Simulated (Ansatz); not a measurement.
## Sn2SeO (built on the sites of a database entry of SnSe): relaxing the cell for a phonon run: relaxation

Ansatz 0.2.0; DFT LDA, scalar-relativistic, plane waves, PAW.

The structure was built from a prototype and need not be the compound's stable phase.

The structure is orthorhombic, space group Amm2 (No. 38). Conventional cell: a = 3.901 Å, b = 3.973 Å, c = 10.719 Å, α = 90.00°, β = 90.00°, γ = 90.00°. Nearest to Sn lie 3 Se at 2.75 to 3.28 Å and 4 O at 2.83 Å. Sn has 1 O at 2.04 Å and 4 Se at 2.79 Å nearest. Se has 7 Sn at 2.75 to 3.28 Å nearest. Nearest to O lie 1 Sn at 2.04 Å. Farther neighbours and most contacts between anions are not listed.

Relaxation path:

```
step  energy less that of the first step (eV)  largest force component (eV/Å)  pressure (GPa)  volume (Å³)
   1                                   0.0000                          0.0540           -0.29        83.05
   2                                  -0.0009                          0.0243            0.25        82.46
   3                                  -0.0008                          0.0138           -0.01        82.80
   4                                  -0.0008                          0.0053            0.00        82.80
   5                                  -0.0008                          0.0007            0.00        82.81
  6*                                  -0.0004                          0.0007           -0.01        82.81
```

Relaxation steps marked * repeat the geometry before them on a plane-wave basis chosen anew for their cell, so energy and pressure can jump there. Relaxation step 2 was tried and not accepted.

The run keeps the 4 symmetry operations that it works with, so distortions that break them were not tested.

```
conventional cell, symmetrised  before   after  change
                         a (Å)   3.901   3.896  -0.1 %
                         b (Å)   3.973   3.969  -0.1 %
                         c (Å)  10.719  10.709  -0.1 %
              volume (Å³/atom)   20.76   20.70  -0.3 %
```

Final coordinates:

```cif
data_structure
_symmetry_space_group_name_H-M 'P 1'
_symmetry_Int_Tables_number 1
_cell_length_a 5.7104
_cell_length_b 5.7104
_cell_length_c 3.8963
_cell_angle_alpha 90.000
_cell_angle_beta 90.000
_cell_angle_gamma 139.324
_cell_volume 82.81
loop_
_atom_site_label
_atom_site_type_symbol
_atom_site_fract_x
_atom_site_fract_y
_atom_site_fract_z
_atom_site_occupancy
Sn1 Sn 0.88591 0.11409 0.25000 1
Sn2 Sn 0.14685 0.85315 0.75000 1
Se3 Se 0.62985 0.37015 0.25000 1
O4 O 0.33739 0.66261 0.75000 1
```

This step gave:

* pressure: -0.006397 GPa
* volume per atom: 20.70 Å³

Valence density in the ac plane of the conventional cell at fractional y = 0.000, with atoms of Sn and Se and O within 0.2 Å of it. It is the smooth field of the valence electrons, not physical close to the nuclei.

Values in e/Å³, 24 rows by 14 columns, each cell a mean:
```
 0  0  0  0  0  0  0  0  0  0  0  0  0  0
 0  0  0  0  0  1  1  1  1  1  0  0  0  0
 0  0  0  0  1  3  7  8  5  2  1  0  0  0
 0  0  0  0  1  5 11 14  9  3  1  0  0  0
 0  0  0  0  1  2  4  5  3  1  0  0  0  0
 0  0  0  0  0  1  1  1  1  0  0  0  0  0
 0  0  0  0  0  1  2  2  1  1  0  0  0  0
 0  0  0  0  1  3  5  6  4  2  0  0  0  0
 0  0  0  0  1  2  5  6  4  1  0  0  0  0
 0  0  0  0  0  1  1  1  1  0  0  0  0  0
 0  0  0  0  0  0  0  0  0  0  0  0  0  0
 0  0  0  0  0  0  0  0  0  0  0  0  0  0
 0  0  0  0  0  0  0  0  0  0  0  0  0  0
 4  2  1  0  0  0  0  0  0  0  0  1  1  3
28 13  3  1  0  0  0  0  0  0  0  1  5 19
23 11  2  1  0  0  0  0  0  0  0  1  5 16
 2  2  1  0  0  0  0  0  0  0  0  1  1  2
 0  0  0  0  0  0  0  0  0  0  0  0  0  0
 0  0  0  0  0  0  0  0  0  0  0  0  0  0
 2  2  1  0  0  0  0  0  0  0  0  0  1  2
11  7  3  1  0  0  0  0  0  0  0  1  4  9
12  8  3  1  0  0  0  0  0  0  0  1  4 10
 3  2  1  0  0  0  0  0  0  0  0  1  1  3
 0  0  0  0  0  0  0  0  0  0  0  0  0  0
```
Columns run along a (3.9 Å), rows up along c (10.7 Å), edges of the conventional cell, whose origin can differ from the input's. Atoms in or near the plane, at fractional coordinates: Sn at (0.00, 0.11), Sn at (0.50, 0.85), Se at (0.00, 0.37), O at (0.50, 0.66).

ELF in the ac plane of the conventional cell at fractional y = 0.000, with atoms of Sn and Se and O within 0.2 Å of it. It is the smooth field of the valence electrons, not physical close to the nuclei.

Values, 24 rows by 14 columns, each cell a mean:
```
0.21 0.20 0.21 0.27 0.38 0.47 0.52 0.53 0.50 0.44 0.33 0.24 0.20 0.20
0.07 0.10 0.20 0.33 0.40 0.40 0.37 0.35 0.38 0.40 0.38 0.27 0.15 0.08
0.08 0.13 0.23 0.32 0.33 0.20 0.08 0.06 0.12 0.26 0.34 0.29 0.19 0.10
0.09 0.14 0.23 0.30 0.28 0.11 0.01 0.00 0.04 0.18 0.32 0.27 0.19 0.11
0.07 0.10 0.17 0.23 0.27 0.21 0.12 0.10 0.15 0.24 0.26 0.21 0.14 0.09
0.04 0.06 0.10 0.17 0.23 0.28 0.29 0.29 0.29 0.26 0.21 0.14 0.08 0.05
0.03 0.05 0.12 0.28 0.50 0.65 0.70 0.71 0.69 0.60 0.41 0.20 0.09 0.04
0.04 0.07 0.20 0.48 0.73 0.77 0.62 0.51 0.70 0.78 0.64 0.34 0.13 0.05
0.05 0.08 0.19 0.47 0.74 0.80 0.70 0.61 0.75 0.80 0.65 0.33 0.13 0.06
0.05 0.06 0.09 0.23 0.50 0.68 0.76 0.77 0.74 0.62 0.38 0.16 0.07 0.05
0.09 0.07 0.06 0.06 0.13 0.25 0.35 0.38 0.32 0.20 0.09 0.06 0.06 0.08
0.38 0.32 0.22 0.11 0.05 0.04 0.04 0.05 0.04 0.04 0.07 0.16 0.27 0.35
0.78 0.74 0.66 0.48 0.24 0.09 0.03 0.02 0.05 0.14 0.34 0.56 0.70 0.76
0.72 0.76 0.78 0.71 0.50 0.24 0.08 0.05 0.13 0.33 0.61 0.75 0.78 0.75
0.29 0.49 0.72 0.77 0.62 0.34 0.13 0.08 0.20 0.46 0.70 0.77 0.64 0.39
0.30 0.50 0.71 0.75 0.61 0.35 0.14 0.09 0.21 0.46 0.69 0.76 0.64 0.40
0.71 0.73 0.73 0.67 0.49 0.26 0.10 0.07 0.15 0.34 0.58 0.71 0.74 0.72
0.66 0.63 0.56 0.43 0.25 0.12 0.05 0.04 0.07 0.17 0.33 0.49 0.59 0.65
0.35 0.34 0.31 0.24 0.15 0.07 0.04 0.03 0.05 0.10 0.19 0.27 0.32 0.35
0.21 0.26 0.31 0.29 0.22 0.13 0.06 0.05 0.08 0.16 0.25 0.31 0.29 0.24
0.03 0.08 0.23 0.35 0.30 0.20 0.10 0.07 0.13 0.25 0.33 0.32 0.17 0.05
0.02 0.07 0.23 0.37 0.34 0.25 0.13 0.09 0.17 0.30 0.36 0.33 0.15 0.03
0.22 0.28 0.36 0.38 0.34 0.25 0.16 0.14 0.19 0.29 0.37 0.38 0.33 0.25
0.41 0.40 0.37 0.33 0.30 0.30 0.34 0.37 0.33 0.29 0.31 0.35 0.39 0.40
```
Columns run along a (3.9 Å), rows up along c (10.7 Å), edges of the conventional cell, whose origin can differ from the input's. Atoms in or near the plane, at fractional coordinates: Sn at (0.00, 0.11), Sn at (0.50, 0.85), Se at (0.00, 0.37), O at (0.50, 0.66).

Electrostatic potential energy in the ac plane of the conventional cell at fractional y = 0.000, with atoms of Sn and Se and O within 0.2 Å of it. With pseudopotentials it is smooth inside the atoms' cores, unlike the true potential.

Values in eV, 24 rows by 14 columns, each cell a mean:
```
 10  11  11  11  10   9   7   7   8   9  10  11  11  11
 12  12  11   8   2  -4  -5  -4  -5  -2   5   9  11  12
 12  11   9   2  -7   3  19  22  14  -4  -5   6  10  12
 12  11   8  -1  -7  13  27  27  24   3  -8   4   9  12
 12  12   9   4  -6  -3   9  13   4  -7  -3   7  10  12
 13  13  12  10   6   0  -4  -4  -2   2   8  11  12  13
 13  13  13  13  11   5  -4  -7  -1   8  12  13  13  13
 13  14  14  14   8  -9 -12 -12 -12  -4  13  14  14  13
 13  13  14  14   9  -8 -12 -12 -12  -1  13  14  14  13
 13  13  14  15  14  11   4   2   7  13  15  14  14  13
 13  13  14  14  15  15  15  15  15  15  15  14  14  13
 12  13  13  14  14  15  15  15  15  15  14  14  13  13
  4   6   9  12  13  14  14  14  14  14  13  11   8   5
 -8  -9  -5   5  11  13  13  13  13  12   9   0  -7  -8
  3  -1  -9  -4   8  12  12  13  12  11   4  -9  -6   1
  2  -3 -10  -4   8  11  12  12  12  11   5  -9  -8   0
 -9  -8  -4   6  11  12  13  13  12  12   9   2  -6  -9
  4   6   9  11  12  13  13  13  13  13  12  10   8   5
  1   3   6   9  11  12  13  13  13  12  11   8   5   2
 -1  -5  -6   2   8  11  13  13  12  10   6  -2  -7  -4
 26  20  -1  -7   5  10  12  13  12   9   0  -8   7  24
 27  22   1  -7   4  10  12  13  12   8  -1  -8  10  26
  3  -3  -6   0   8  11  13  13  12  10   6  -4  -6   0
 -1   1   5   9  11  12  12  12  12  12  10   7   4   0
```
Columns run along a (3.9 Å; values clipped at the 3rd and 97th percentile), rows up along c (10.7 Å), edges of the conventional cell, whose origin can differ from the input's. Atoms in or near the plane, at fractional coordinates: Sn at (0.00, 0.11), Sn at (0.50, 0.85), Se at (0.00, 0.37), O at (0.50, 0.66).

What was run to get this?

The system, level and task follow from the heading and the kind of results. Meshes, cutoffs and thresholds can't be read from the results; these are the ones that the run used.

input.yaml reads:

```yaml
crystal:
  lattice:
    - [1.9863783272, -5.359434488, 0.0]
    - [1.9863783272, 5.359434488, 0.0]
    - [0.0, 0.0, 3.9007583189]
  atoms:
    - { symbol: Sn, position: [0.8858232973, 0.1141767027, 0.25] }
    - { symbol: Sn, position: [0.1471605373, 0.8528394627, 0.75] }
    - { symbol: Se, position: [0.6291869704, 0.3708130296, 0.25] }
    - { symbol: O, position: [0.3378291949, 0.6621708051, 0.75] }
kpoints:
  mp_grid: { grid: [12, 12, 12] }
hamiltonian:
  xc: lda
scf:
  occupations: { method: gaussian, width: 0.1 }
output:
  forces: true
  stress: true
  eigenvalues: true
  write_density: true
  write_potential: true
  elf: true
  volumetric_format: npy
relax:
  adjacent_minimum: "off"
  f_tol: 0.005
  max_steps: 80
  cell: { stress_tol: 0.05 }
```

Started as:

```console
$ ansatz run input.yaml --threads 8 --pin off --max-ram 14336MiB --backend cpu --events-out ev --progress --plain --runs-dir out
```

[Logs are printed without paths, hosts, clocks, repeated set-up lines and the standing remarks that a program may print on its own settings, such as how far it seeks lower states.]

[Hosts, paths, dates, database ids (printed as entryN), source tags and the programs' standing remarks are cut or masked in the printed files.]
